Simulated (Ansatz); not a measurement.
# F on Cu(111): change of the work function

How does F on the fcc site change the work function of Cu(111) as the layer fills?

Program: Ansatz 0.2.0. Level of theory: plane-wave DFT, PBE, Ansatz PAW. Results are calculated unless marked as measured.

This is a report of a sequence of runs, with most program output left out.

## (1) The structure

The cell holds 4 atoms: 4 Cu. Cell: a = 2.553 Å, b = 2.553 Å, c = 24.253 Å, α = 90.0°, β = 90.0°, γ = 60.0°. Vacuum lies along c.

As a file:

```cif
data_structure
_symmetry_space_group_name_H-M 'P 1'
_symmetry_Int_Tables_number 1
_cell_length_a 2.5527
_cell_length_b 2.5527
_cell_length_c 24.2527
_cell_angle_alpha 90.000
_cell_angle_beta 90.000
_cell_angle_gamma 60.000
_cell_volume 136.86
loop_
_atom_site_label
_atom_site_type_symbol
_atom_site_fract_x
_atom_site_fract_y
_atom_site_fract_z
_atom_site_occupancy
Cu1 Cu 0.00000 0.00000 0.37109 1
Cu2 Cu 0.33333 0.33333 0.45703 1
Cu3 Cu 0.66667 0.66667 0.54297 1
Cu4 Cu 0.00000 0.00000 0.62891 1
```

## (2) The clean slab

The bare slab comes first, as the zero from which every change is counted. The two lowest layers are held at bulk places and the upper ones relax. The dipole correction removes the false field that a one-sided slab makes across the periodic vacuum, so each face gets a flat vacuum level of its own.

Contents of input.yaml:

```yaml
crystal:
  lattice:
    - [2.5526554801, 0.0, 0.0]
    - [1.27632774, 2.2106644929, 0.0]
    - [0.0, 0.0, 24.2527034153]
  atoms:
    - { symbol: Cu, position: [0.0, 0.0, 0.3710926508] }
    - { symbol: Cu, position: [0.3333333333, 0.3333333333, 0.4570308836] }
    - { symbol: Cu, position: [0.6666666667, 0.6666666667, 0.5429691164] }
    - { symbol: Cu, position: [0.0, 0.0, 0.6289073492] }
kpoints:
  mp_grid: { grid: [12, 12, 1] }
hamiltonian:
  xc: pbe
scf:
  occupations: { method: fermi_dirac, width: 0.1 }
  convergence: { dr2_threshold: 1.0e-08 }
efield:
  axis: 3
  dipole_correction: true
  ramp_position: 0.97
  ramp_width: 0.06
relax:
  f_tol: 0.02
  max_steps: 60
  constraints: [{ sites: [0, 1] }]
output:
  write_potential: true
  write_density: true
  volumetric_format: npy
```

The run is started by

```bash
ansatz run input.yaml --threads 4 --pin off --max-ram 16384MiB --backend cpu --events-out ev --progress --plain --runs-dir out
```

Run time: 3.7 s. Hardware: 4 threads of Arm Neoverse V2, shared host; peak memory 0.46 GiB.

No atom moved by 0.005 Å in the relaxation.

Numbers from this step:

| Item | Value |
| --- | --- |
| energy at zero smearing | -26499.7681 eV |
| work function, upper face | 4.786 eV |
| dipole along the normal | -1.78e-6 e·Å |

Running mean over 2.084 Å of the planar mean; the ramp of the sawtooth is left out. Electron's electrostatic potential energy less the Fermi level against z:

```
z (Å)  electron's electrostatic potential energy less the Fermi level (eV)
  3.0                                                                 4.79
  3.5                                                                 4.79
  4.0                                                                 4.79
  4.5                                                                 4.78
  5.0                                                                 4.78
  5.5                                                                 4.77
  6.0                                                                 4.73
  6.5                                                                 4.60
  7.0                                                                 4.11
  7.5                                                                 2.00
  8.0                                                                -2.75
  8.5                                                                -7.12
  9.0                                                                -8.54
  9.5                                                                -8.74
 10.0                                                                -8.78
 10.5                                                                -8.81
 11.0                                                                -8.83
 11.5                                                                -8.82
 12.0                                                                -8.81
 12.5                                                                -8.81
 13.0                                                                -8.82
 13.5                                                                -8.82
 14.0                                                                -8.79
 14.5                                                                -8.76
 15.0                                                                -8.69
 15.5                                                                -8.16
 16.0                                                                -5.25
 16.5                                                               -0.203
 17.0                                                                 3.41
 17.5                                                                 4.43
 18.0                                                                 4.68
 18.5                                                                 4.76
 19.0                                                                 4.78
 19.5                                                                 4.78
 20.0                                                                 4.79
 20.5                                                                 4.79
 21.0                                                                 4.79
```

The work function of the upper face is 4.79 eV.

## (3) The covered slab, k-mesh 4×4×1, coverage 0.111 ML

System of this step: Cu36F (F/Cu(111)). The cell holds 37 atoms: 36 Cu and 1 F. Cell: a = 7.658 Å, b = 7.658 Å, c = 25.525 Å, α = 90.0°, β = 90.0°, γ = 60.0°. Vacuum lies along c.

The clean slab as it ended is repeated in the plane and the adsorbate is set on one face; the cell's size fixes the coverage, and the k-mesh shrinks with it to keep the sampling density about even. Adsorbate and upper layers relax, since the dipole depends on the height.

Contents of input.yaml:

```yaml
crystal:
  lattice:
    - [7.6579664403, 1.0e-10, 0.0]
    - [3.8289832201, 6.6319934787, 0.0]
    - [0.0, 0.0, 25.5245619869]
  atoms:
    - { symbol: Cu, position: [0.0, 0.0, 0.3526015453] }
    - { symbol: Cu, position: [0.1111111111, 0.1111111111, 0.4342575782] }
    - { symbol: Cu, position: [0.2222222222, 0.2222222222, 0.515913611] }
    - { symbol: Cu, position: [0.0, 0.0, 0.5975696439] }
    - { symbol: Cu, position: [0.0, 0.3333333333, 0.3526015453] }
    - { symbol: Cu, position: [0.1111111111, 0.4444444444, 0.4342575782] }
    - { symbol: Cu, position: [0.2222222222, 0.5555555556, 0.515913611] }
    - { symbol: Cu, position: [0.0, 0.3333333333, 0.5975696439] }
    - { symbol: Cu, position: [0.0, 0.6666666667, 0.3526015453] }
    - { symbol: Cu, position: [0.1111111111, 0.7777777778, 0.4342575782] }
    - { symbol: Cu, position: [0.2222222222, 0.8888888889, 0.515913611] }
    - { symbol: Cu, position: [0.0, 0.6666666667, 0.5975696439] }
    - { symbol: Cu, position: [0.3333333333, 0.0, 0.3526015453] }
    - { symbol: Cu, position: [0.4444444444, 0.1111111111, 0.4342575782] }
    - { symbol: Cu, position: [0.5555555556, 0.2222222222, 0.515913611] }
    - { symbol: Cu, position: [0.3333333333, 0.0, 0.5975696439] }
    - { symbol: Cu, position: [0.3333333333, 0.3333333333, 0.3526015453] }
    - { symbol: Cu, position: [0.4444444444, 0.4444444444, 0.4342575782] }
    - { symbol: Cu, position: [0.5555555556, 0.5555555556, 0.515913611] }
    - { symbol: Cu, position: [0.3333333333, 0.3333333333, 0.5975696439] }
    - { symbol: Cu, position: [0.3333333333, 0.6666666667, 0.3526015453] }
    - { symbol: Cu, position: [0.4444444444, 0.7777777778, 0.4342575782] }
    - { symbol: Cu, position: [0.5555555556, 0.8888888889, 0.515913611] }
    - { symbol: Cu, position: [0.3333333333, 0.6666666667, 0.5975696439] }
    - { symbol: Cu, position: [0.6666666667, 0.0, 0.3526015453] }
    - { symbol: Cu, position: [0.7777777778, 0.1111111111, 0.4342575782] }
    - { symbol: Cu, position: [0.8888888889, 0.2222222222, 0.515913611] }
    - { symbol: Cu, position: [0.6666666667, 0.0, 0.5975696439] }
    - { symbol: Cu, position: [0.6666666667, 0.3333333333, 0.3526015453] }
    - { symbol: Cu, position: [0.7777777778, 0.4444444444, 0.4342575782] }
    - { symbol: Cu, position: [0.8888888889, 0.5555555556, 0.515913611] }
    - { symbol: Cu, position: [0.6666666667, 0.3333333333, 0.5975696439] }
    - { symbol: Cu, position: [0.6666666667, 0.6666666667, 0.3526015453] }
    - { symbol: Cu, position: [0.7777777778, 0.7777777778, 0.4342575782] }
    - { symbol: Cu, position: [0.8888888889, 0.8888888889, 0.515913611] }
    - { symbol: Cu, position: [0.6666666667, 0.6666666667, 0.5975696439] }
    - { symbol: F, position: [0.1111111111, 0.1111111111, 0.6473984547] }
kpoints:
  mp_grid: { grid: [4, 4, 1] }
hamiltonian:
  xc: pbe
scf:
  occupations: { method: fermi_dirac, width: 0.1 }
  convergence: { dr2_threshold: 1.0e-08 }
efield:
  axis: 3
  dipole_correction: true
  ramp_position: 0.97
  ramp_width: 0.06
relax:
  f_tol: 0.02
  max_steps: 60
  constraints:
    - { sites: [0, 1, 4, 5, 8, 9, 12, 13, 16, 17, 20, 21, 24, 25, 28, 29, 32, 33] }
output:
  write_potential: true
  write_density: true
  volumetric_format: npy
```

It took 9.9 min on 4 threads; peak memory 9.4 GiB.

This run has no spin polarisation although its electron count is odd.

Relaxation path:

```
step  energy less that of the first step (eV)  largest force component (eV/Å)
   1                                   0.0000                          2.1910
   2                                  -0.1634                          1.4148
   3                                  -0.2954                          0.2523
   4                                  -0.2983                          0.1121
   5                                  -0.3001                          0.0014
```

The run keeps the 6 symmetry operations that it works with, so distortions that break them were not tested.

The atoms that moved most (Å):

```
atom      dx      dy      dz  length
 F37   0.000   0.000   0.195   0.195
 Cu8   0.000   0.060   0.033   0.069
 Cu4  -0.052  -0.030   0.033   0.069
Cu16   0.052  -0.030   0.033   0.069
Cu24   0.000  -0.025  -0.036   0.044
Cu32  -0.022   0.013  -0.036   0.044
Cu20   0.022   0.013  -0.036   0.044
Cu28   0.000   0.001  -0.023   0.023
```

Final coordinates:

```xyz
37
Lattice="7.6580 0.0000 0.0000 3.8290 6.6320 0.0000 0.0000 0.0000 25.5246" Properties=species:S:1:pos:R:3
Cu    0.0000    0.0000    9.0000
Cu    1.2763    0.7369   11.0842
Cu    2.5450    1.4694   13.1816
Cu   -0.0520   -0.0300   15.2857
Cu    1.2763    2.2107    9.0000
Cu    2.5527    2.9476   11.0842
Cu    3.8261    3.6861   13.1478
Cu    1.2763    2.2707   15.2857
Cu    2.5527    4.4213    9.0000
Cu    3.8290    5.1582   11.0842
Cu    5.1053    5.9039   13.1816
Cu    2.5535    4.4208   15.2298
Cu    2.5527    0.0000    9.0000
Cu    3.8290    0.7369   11.0842
Cu    5.1053    1.4705   13.1478
Cu    2.6047   -0.0300   15.2857
Cu    3.8290    2.2107    9.0000
Cu    5.1053    2.9476   11.0842
Cu    6.3845    3.6861   13.1478
Cu    3.8509    2.2233   15.2163
Cu    5.1053    4.4213    9.0000
Cu    6.3816    5.1582   11.0842
Cu    7.6444    5.9029   13.1735
Cu    5.1053    4.3960   15.2163
Cu    5.1053    0.0000    9.0000
Cu    6.3816    0.7369   11.0842
Cu    7.6656    1.4694   13.1816
Cu    5.1053    0.0010   15.2298
Cu    6.3816    2.2107    9.0000
Cu    7.6580    2.9476   11.0842
Cu    8.9343    3.6688   13.1735
Cu    6.3597    2.2233   15.2163
Cu    7.6580    4.4213    9.0000
Cu    8.9343    5.1582   11.0842
Cu   10.2242    5.9029   13.1735
Cu    7.6571    4.4208   15.2298
F     1.2763    0.7369   16.7195
```

This step gave:

| Item | Value |
| --- | --- |
| energy at zero smearing | -239306.2266 eV |
| work function, upper face | 5.187 eV |
| work function, lower face | 4.824 eV |
| dipole along the normal | -0.1019 e·Å |
| step between the vacuum levels | 0.3629 eV |

Running mean over 2.084 Å of the planar mean; the ramp of the sawtooth is left out. The electron's electrostatic potential energy less the Fermi level by z:

z (Å), electron's electrostatic potential energy less the Fermi level (eV) and a bar from the least value:
```
      3.0       4.82 #############################
      3.5       4.82 #############################
      4.0       4.82 #############################
      4.5       4.82 #############################
      5.0       4.82 #############################
      5.5       4.81 #############################
      6.0       4.77 #############################
      6.5       4.64 #############################
      7.0       4.14 ############################
      7.5       2.06 #######################
      8.0      -2.71 #############
      8.5      -7.09 ####
      9.0      -8.50 #
      9.5      -8.71 
     10.0      -8.75 
     10.5      -8.79 
     11.0      -8.81 
     11.5      -8.80 
     12.0      -8.79 
     12.5      -8.79 
     13.0      -8.80 
     13.5      -8.82 
     14.0      -8.84 
     14.5      -8.81 
     15.0      -8.72 
     15.5      -8.29 #
     16.0      -5.57 #######
     16.5      -0.54 ##################
     17.0       3.13 ##########################
     17.5       4.33 ############################
     18.0       4.92 #############################
     18.5       5.14 ##############################
     19.0       5.18 ##############################
     19.5       5.19 ##############################
     20.0       5.19 ##############################
     20.5       5.19 ##############################
     21.0       5.19 ##############################
     21.5       5.19 ##############################
     22.0       5.19 ##############################
     22.5       5.19 ##############################
```

The relaxation took 5 steps and lowered the energy by 0.30 eV; the largest force on the free atoms ends at 0.0014 eV/Å.

The covered face has 5.19 eV, +0.40 eV against the clean one; the bare back face has moved by +0.04 eV, a measure of how thin the slab is.

[end of part 1 of 2]

[Logs are printed without paths, hosts, clocks, repeated set-up lines and the standing remarks that a program may print on its own settings, such as how far it seeks lower states.]

[Hosts, paths, dates, database ids (printed as entryN), source tags and the programs' standing remarks are cut or masked in the printed files.]

[Maps of the electrostatic potential energy from Ansatz leave out the sawtooth potential of an applied field or a dipole correction, so their vacuum need not be flat; planar profiles and work functions include it.]
